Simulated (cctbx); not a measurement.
## Ca2MnS4 with cctbx, script by script

Library: cctbx 2025.11.

## 1. Energy scan

run.py:

```python
from cctbx import adptbx, crystal, miller, xray
from cctbx.array_family import flex
from cctbx.eltbx import sasaki

cs = crystal.symmetry(unit_cell=(4.567, 4.567, 14.468, 90, 90, 90), space_group_symbol='Hall: -I 4 2')  # I4/mmm
atoms = [  # label, site, U (iso, or U11 U22 U33 U12 U13 U23 in A^2), occupancy
    ("Mn1", (0, 0, 0), (0.0235, 0.0235, 0.0217, 0.0000, 0.0000, -0.0000), 1),
    ("Ca1", (0.5, 0.5, 0.1455), (0.0183, 0.0183, 0.0244, 0.0000, -0.0000, 0.0000), 1),
    ("S1", (0.5, 0.5, 0.3321), (0.0223, 0.0223, 0.0217, 0.0000, -0.0000, 0.0000), 1),
    ("S2", (0, 0.5, 0), (0.0289, 0.0287, 0.0292, -0.0000, 0.0000, 0.0000), 1),
]
xs = xray.structure(crystal_symmetry=cs)
for label, site, u, occ in atoms:
    u = adptbx.u_cif_as_u_star(cs.unit_cell(), u) if isinstance(u, tuple) else u
    xs.add_scatterer(xray.scatterer(label, site=site, u=u, occupancy=occ))
hkl = [(1, 0, 1), (0, 0, 4), (1, 0, 3), (2, 2, 2)]
ms = miller.set(cs, flex.miller_index(hkl + [tuple(-v for v in h) for h in hkl]), anomalous_flag=True)
print("E (eV)    f'(Mn)   f''   " + "".join("%16s" % ("|F|" + " ".join(map(str, h))) for h in hkl))
for e in [5939, 6289, 6419, 6479, 6509, 6524, 6531, 6535, 6543, 6547, 6554, 6569, 6599, 6689, 6939]:
    xs.set_inelastic_form_factors(12398.42 / e, "sasaki")
    t = sasaki.table("Mn").at_ev(e)
    f = flex.abs(ms.structure_factors_from_scatterers(xs, algorithm="direct").f_calc().data())
    n = len(hkl)
    print("%7.0f %7.2f %6.2f  " % (e, t.fp(), t.fdp()) + "".join("%9.1f/%6.1f" % (f[k], f[k + n]) for k in range(n)))
```

```console
$ python run.py
```

```text
E (eV)    f'(Mn)   f''           |F|1 0 1        |F|0 0 4        |F|1 0 3        |F|2 2 2
   5939   -2.19   0.55       25.7/  25.7     10.3/  10.3     41.9/  41.9     25.2/  25.2
   6289   -3.00   0.50       23.9/  23.9      8.4/   8.4     40.7/  40.7     23.7/  23.7
   6419   -3.73   0.48       22.4/  22.4      7.1/   7.1     39.4/  39.4     22.5/  22.5
   6479   -4.48   0.47       20.9/  20.9      5.8/   5.8     38.1/  38.1     21.2/  21.2
   6509   -5.18   0.47       19.5/  19.5      4.8/   4.8     36.8/  36.8     20.1/  20.1
   6524   -5.91   0.46       18.1/  18.1      4.0/   4.0     35.4/  35.4     18.8/  18.8
   6531   -6.58   0.46       16.8/  16.8      3.7/   3.7     34.1/  34.1     17.7/  17.7
   6535   -7.29   0.46       15.4/  15.4      3.8/   3.8     32.7/  32.7     16.6/  16.6
   6543   -7.51   3.96       15.6/  15.6      3.4/   3.4     33.9/  33.9     17.3/  17.3
   6547   -6.67   3.95       17.2/  17.2      3.1/   3.1     35.4/  35.4     18.6/  18.6
   6554   -5.93   3.95       18.6/  18.6      3.5/   3.5     36.8/  36.8     19.8/  19.8
   6569   -5.12   3.93       20.1/  20.1      4.4/   4.4     38.2/  38.2     21.0/  21.0
   6599   -4.33   3.89       21.6/  21.6      5.6/   5.6     39.7/  39.7     22.3/  22.3
   6689   -3.23   3.79       23.6/  23.6      7.4/   7.4     41.7/  41.7     24.0/  24.0
   6939   -2.10   3.55       25.6/  25.6      9.2/   9.2     43.8/  43.8     25.7/  25.7
```

Run time: 0.2 s on 1 thread of Arm Neoverse V2, with other jobs on the host, peak memory 0.07 GiB.

[Logs are printed without paths, hosts, clocks, repeated set-up lines and the standing remarks that a program may print on its own settings, such as how far it seeks lower states.]
